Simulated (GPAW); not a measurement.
## Near-edge structure at the Ti K edge of TiSi2 (Cmcm)

Aim: the dependence of the Ti K near-edge features of TiSi2 (Cmcm) on volume.

Calculated with GPAW 26.7.0; X-ray absorption from dipole matrix elements to empty bands, plane-wave PAW LDA.

## Step 1: The structure

Symmetry: Cmcm, No. 63, orthorhombic system. The conventional cell has a = 3.530 Å, b = 13.519 Å, c = 3.565 Å, α = 90.00°, β = 90.00°, γ = 90.00°. Nearest to Ti lie 10 Si at 2.58 to 2.81 Å. Nearest to Si lie 4 Si at 2.51 Å and 4 Ti at 2.66 to 2.67 Å. Si has 2 Si at 2.38 Å and 6 Ti at 2.58 to 2.81 Å nearest. Farther neighbours are not listed.

## Step 2: Ground state of the crystal

The ground state comes first: it tells whether the system has a gap, which decides how the excited electron is treated.

scf.py reads:

```python
import numpy as np
from ase import Atoms
from ase.parallel import parprint, paropen
from gpaw import GPAW, PW, FermiDirac, Mixer, MixerDif, setup_paths
from gpaw.test import gen
setup_paths.insert(0, '.')
gen('Ti', name='nch1s', xcname='LDA', corehole=(1, 0, 0), write_xml=True)
from gpaw.mpi import world
world.barrier()

atoms = Atoms('Ti2Si4',
    cell=[[1.76510502, -6.75928154, 0],
     [1.76510502, 6.75928154, 0],
     [0, 0, 3.56517397]],
    scaled_positions=[[0.10311808, 0.89688192, 0.25],
     [0.89688192, 0.10311808, 0.75],
     [0.75031482, 0.24968518, 0.25],
     [0.24968518, 0.75031482, 0.75],
     [0.44174855, 0.55825145, 0.25],
     [0.55825145, 0.44174855, 0.75]],
    pbc=True)
atoms.calc = calc = GPAW(legacy_gpaw=True, mode=PW(430, force_complex_dtype=True), xc='LDA', setups={0: 'nch1s'},
    kpts={'size': (7, 7, 7), 'gamma': True}, occupations=FermiDirac(0.05),
    charge=0, mixer=Mixer(0.1, 5, 50), maxiter=150,
    convergence={'density': 0.0001, 'eigenstates': 1e-6}, txt='scf.txt')
energy = atoms.get_potential_energy() + calc.get_reference_energy()
ef = calc.get_fermi_level()
out = dict(energy=energy, fermi=ef, forces=atoms.get_forces().tolist())
parprint(f'all-electron energy {energy:.4f} eV, Fermi level {ef:.4f} eV')
ev = np.array([[calc.get_eigenvalues(k, s) for k in range(len(calc.get_ibz_k_points()))] for s in range(calc.get_number_of_spins())])
out['homo'], out['lumo'], out['counts'] = ev[ev < ef].max(), ev[ev > ef].min(), sorted(set((ev < ef).sum((0, 2)).tolist()))
out['filled'] = (ev[:, 0] < ef).sum(1).tolist()
import json
with paropen('out.json', 'w') as f:
    json.dump(out, f)
```

The run is started by

```
$ OMP_NUM_THREADS=1 mpirun -n 4 gpaw python scf.py
```

Numbers of over 12 decimals in the logs are rounded to 6 here.

The log of the run:

```text
Input parameters:
  convergence: {density: 0.0001,
                eigenstates: 1e-06}
  kpts: {gamma: True,
         size: (7, 7, 7)}
  maxiter: 150
  mixer: {backend: pulay,
          beta: 0.1,
          method: separate,
          nmaxold: 5,
          weight: 50}
  mode: {ecut: 430.0,
         force_complex_dtype: True,
         name: pw}
  occupations: {fixmagmom: False,
                name: fermi-dirac,
                width: 0.05}
  setups: {0: nch1s}

Initialize ...

[... PAW data sets ...]

Reference energy: -77782.750844  # eV

Spin-paired calculation

[... convergence settings ...]
Symmetries present (total): 2
  [... symmetry matrices ...]

343 k-points: 7 x 7 x 7 Monkhorst-Pack grid
100 k-points in the irreducible part of the Brillouin zone
       k-points in crystal coordinates                weights
   0:     0.00000000    0.00000000    0.00000000          1/343
   1:     0.00000000    0.00000000    0.14285714          2/343
   2:     0.00000000    0.00000000    0.28571429          2/343
   3:     0.00000000    0.00000000    0.42857143          2/343
   4:     0.14285714   -0.14285714   -0.42857143          2/343
   5:     0.14285714   -0.14285714   -0.28571429          2/343
   6:     0.14285714   -0.14285714   -0.14285714          2/343
   7:     0.14285714   -0.14285714    0.00000000          2/343
   8:     0.14285714   -0.14285714    0.14285714          2/343
   9:     0.14285714   -0.14285714    0.28571429          2/343
          ...
  99:     0.42857143    0.42857143    0.42857143          4/343

Wave functions: Plane wave expansion
  Cutoff energy: 430.000 eV
  Number of coefficients (min, max): 1698, 1739
  Pulay-stress correction: 0.000000 eV/Ang^3 (de/decut=0.000000)
  Using FFTW library
  Wavefunction extrapolation:
    Improved wavefunction reuse through dual PAW basis

Occupation numbers: Fermi-Dirac:
  width: 0.0500  # eV

Eigensolver
   Davidson(niter=2)

Densities:
  Coarse grid: 35*35*18 grid
  Fine grid: 70*70*36 grid
  Total Charge: 0.000000

Density mixing:
  Method: separate
  Backend: pulay
  Linear mixing parameter: 0.1
  old densities: 5
  Width of damping distribution: 1.1
  Damping of long wavelength oscillations: 50

[... Hamiltonian set-up ...]
Number of atoms: 6
Number of atomic orbitals: 42
Number of bands in calculation: 28
Number of valence electrons: 40
Bands to converge: occupied

... initialized

Initializing position-dependent things.

Density initialized from atomic densities
Creating initial wave functions:
  28 bands from LCAO basis set

             Si
              Ti
          Si

           Si
       Ti
        Si

Atomic positions and initial magnetic moments

Positions:
   0 Ti     1.765105    5.365273    0.891293    ( 0.0000,  0.0000,  0.0000)
   1 Ti     1.765105   -5.365273    2.673880    ( 0.0000,  0.0000,  0.0000)
   2 Si     1.765105   -3.383897    0.891293    ( 0.0000,  0.0000,  0.0000)
   3 Si     1.765105    3.383897    2.673880    ( 0.0000,  0.0000,  0.0000)
   4 Si     1.765105    0.787476    0.891293    ( 0.0000,  0.0000,  0.0000)
   5 Si     1.765105   -0.787476    2.673880    ( 0.0000,  0.0000,  0.0000)

Unit cell:
           periodic     x           y           z      points  spacing
  1. axis:    yes    1.765105   -6.759282    0.000000    35     0.0976
  2. axis:    yes    1.765105    6.759282    0.000000    35     0.0976
  3. axis:    yes    0.000000    0.000000    3.565174    18     0.1981

  Lengths:   6.985949   6.985949   3.565174
  Angles:   90.000000  90.000000 150.729457

Effective grid spacing dv^(1/3) = 0.1568

iter:   1   -42.606180
iter:   2   -42.690575   -0.76  -1.25
iter:   3   -42.703229   -1.00  -1.28
iter:   4   -42.803927   -1.59  -1.71
iter:   5   -43.053735   -0.46  -1.76
iter:   6   -42.591665   -1.09  -1.60
iter:   7   -42.658609   -1.51  -2.27
iter:   8   -42.584690   -2.33  -2.05
iter:   9   -42.585540   -3.51  -2.45
iter:  10   -42.580981c  -2.36  -2.50
iter:  11   -42.579926c  -3.81  -2.97
iter:  12   -42.579821c  -4.77  -3.35
iter:  13   -42.579798c  -4.98  -3.46
iter:  14   -42.579818c  -5.06  -3.69
iter:  15   -42.579808c  -4.76  -3.68
iter:  16   -42.579791c  -6.27c -3.97
iter:  17   -42.579790c  -6.43c -4.41c

Converged after 17 iterations.

Dipole moment: (-0.000000, 0.000000, -0.000000) |e|*Ang

Energy contributions relative to reference atoms: (reference = -77782.750844)

Kinetic:        +40.049576
Potential:      -31.253048
External:        +0.000000
XC:             -51.192013
Entropy (-ST):   -0.012244
Local:           -0.178183
SIC:             +0.000000
--------------------------
Free energy:    -42.585912
Extrapolated:   -42.579790

Showing only first 2 kpts
 Kpt  Band  Eigenvalues  Occupancy
  0    18      7.80356    2.00000
  0    19     10.33206    0.00016
  0    20     10.54061    0.00000
  0    21     10.68524    0.00000

  1    18      8.51161    2.00000
  1    19      9.90079    0.62742
  1    20     10.26990    0.00057
  1    21     10.44452    0.00002

Fermi level: 9.86165

No gap
No difference between direct/indirect transitions

Forces in eV/Ang:
  0 Ti    0.00000   -0.01934    0.00000
  1 Ti    0.00000    0.01934   -0.00000
  2 Si    0.00000   -0.01244    0.00000
  3 Si    0.00000    0.01244   -0.00000
  4 Si    0.00000    0.12497   -0.00000
  5 Si    0.00000   -0.12497    0.00000
Scalar-relativistic atomic LDA calculation for Ti (Titanium, Z=22)
Core hole in 1s state (1s occupation: 2.0)
600 radial gridpoints.
|------------------------------------------------|
|------------------------------------------------|
[... the atom generator's iteration count ...]

Energy contributions:
-------------------------
Kinetic:     +858.169401
XC:           -40.035523
Potential:  -1669.760805
-------------------------
Total:       -851.626927

state      eigenvalue         ekin         rmax
-----------------------------------------------
1s^2.0 :  -178.412898   235.142209        0.046
2s^2.0 :   -19.674824    40.676506        0.270
2p^6.0 :   -16.315972    39.591103        0.219
3s^2.0 :    -2.287902     8.427789        0.869
3p^6.0 :    -1.425558     7.161594        0.900
3d^2.0 :    -0.164024     3.704740        0.977
4s^2.0 :    -0.168799     0.875365        2.882
4p^0.0 :    -0.056429     0.465286        3.811
-----------------------------------------------
(units: Bohr and Hartree)

Generating PAW setup
Kinetic energy of the core from tauc = 793.509929
Cutoffs:
rc(s)=2.400
rc(p)=2.000
rc(d)=2.000
rc(vbar)=1.800
rc(comp)=2.300
rc(nct)=2.400

Kinetic energy of the core states: 789.184048
Charge: 0.0
Core electrons: 10.0
Valence electrons: 12.0
Pseudo-core charge: 0.000001
Shape function alpha=1.890
Pseudo-electron charge 6.382666
state    eigenvalue         norm
--------------------------------
3s(2) :    -2.287902     0.302066
4s(2) :    -0.168799     0.990650
3p(6) :    -1.425558     0.436626
4p(0) :    -0.056429     0.981035
3d(2) :    -0.164024     0.588737
*d    :     0.835976
--------------------------------

Diagonalizing with gridspacing h=0.050

state   all-electron     PAW
-------------------------------
3s:      -2.287902    -2.288205
3p:      -1.425558    -1.426242
3d:      -0.164024    -0.164519
*f:                    0.065395
-------------------------------
all-electron energy -77825.3306 eV, Fermi level 9.8616 eV
```

Run time: 29 s. Hardware: 4 MPI ranks of AMD EPYC 9R14 (Zen 4), shared host; peak memory 0.25 GiB.

The mesh shows no gap, so the system is treated as a metal and the core electron is put at the Fermi level (neutral cell).

## Step 3: Supercell without a hole, the energy reference

The photon energy needs a difference of total energies, so the cell and mesh of the coming hole run are first run without a hole.

Edit scf.py of step 2 so:

```diff
@@ -10,15 +10,21 @@
 
-atoms = Atoms('Ti2Si4',
-    cell=[[1.76510502, -6.75928154, 0],
-     [1.76510502, 6.75928154, 0],
-     [0, 0, 3.56517397]],
-    scaled_positions=[[0.10311808, 0.89688192, 0.25],
-     [0.89688192, 0.10311808, 0.75],
-     [0.75031482, 0.24968518, 0.25],
-     [0.24968518, 0.75031482, 0.75],
-     [0.44174855, 0.55825145, 0.25],
-     [0.55825145, 0.44174855, 0.75]],
+atoms = Atoms('Ti4Si8',
+    cell=[[3.53021005, 0, 3.56517397],
+     [-3.53021005, 0, 3.56517397],
+     [1.76510502, -6.75928154, 0]],
+    scaled_positions=[[0.57344096, 0.67655904, 0.20623616],
+     [0.07344096, 0.17655904, 0.20623616],
+     [0.42655904, 0.32344096, 0.79376384],
+     [0.92655904, 0.82344096, 0.79376384],
+     [0.24984259, 0.00015741, 0.50062964],
+     [0.74984259, 0.50015741, 0.50062964],
+     [0.75015741, 0.99984259, 0.49937036],
+     [0.25015741, 0.49984259, 0.49937036],
+     [0.40412572, 0.84587428, 0.8834971],
+     [0.90412572, 0.34587428, 0.8834971],
+     [0.59587428, 0.15412572, 0.1165029],
+     [0.09587427, 0.65412572, 0.1165029]],
     pbc=True)
 atoms.calc = calc = GPAW(legacy_gpaw=True, mode=PW(430, force_complex_dtype=True), xc='LDA', setups={0: 'nch1s'},
-    kpts={'size': (7, 7, 7), 'gamma': True}, occupations=FermiDirac(0.05),
+    kpts={'size': (5, 5, 4), 'gamma': True}, occupations=FermiDirac(0.1),
     charge=0, mixer=Mixer(0.1, 5, 50), maxiter=150,
```

The log of the run:

```text
Input parameters:
  convergence: {density: 0.0001,
                eigenstates: 1e-06}
  kpts: {gamma: True,
         size: (5, 5, 4)}
  maxiter: 150
  mixer: {backend: pulay,
          beta: 0.1,
          method: separate,
          nmaxold: 5,
          weight: 50}
  mode: {ecut: 430.0,
         force_complex_dtype: True,
         name: pw}
  occupations: {fixmagmom: False,
                name: fermi-dirac,
[...]
4s(2) :    -0.168799     0.990650
3p(6) :    -1.425558     0.436626
4p(0) :    -0.056429     0.981035
3d(2) :    -0.164024     0.588737
*d    :     0.835976
--------------------------------

Diagonalizing with gridspacing h=0.050

state   all-electron     PAW
-------------------------------
3s:      -2.287902    -2.288205
3p:      -1.425558    -1.426242
3d:      -0.164024    -0.164519
*f:                    0.065395
-------------------------------
all-electron energy -155650.6592 eV, Fermi level 9.8646 eV
[key lines of the parts left out:]
Converged after 19 iterations.
Dipole moment: (-0.000000, 0.000000, -0.000000) |e|*Ang
Free energy:    -85.213034
Fermi level: 9.86462
```

Run time: 39 s. Hardware: 4 MPI ranks; peak memory 0.3 GiB.

Reference energy: -155650.659 eV with the cores included.

(Continued in part 2 of 4.)

[Banner, clock and machine lines of the logs are left out without a mark of their own.]

[Logs are printed without paths, hosts, clocks, repeated set-up lines and the standing remarks that a program may print on its own settings, such as how far it seeks lower states.]

[Hosts, paths, dates, database ids (printed as entryN), source tags and the programs' standing remarks are cut or masked in the printed files.]

[Lists of maxima count a maximum above −3 eV only where it reaches 4 % of the highest in the window and stands out from its surroundings by 2 % of it (1.5 % where it reaches 55 %); shoulders and weaker maxima are passed over, and of the rest the first, up to two pre-edge ones and the few strongest are named.]
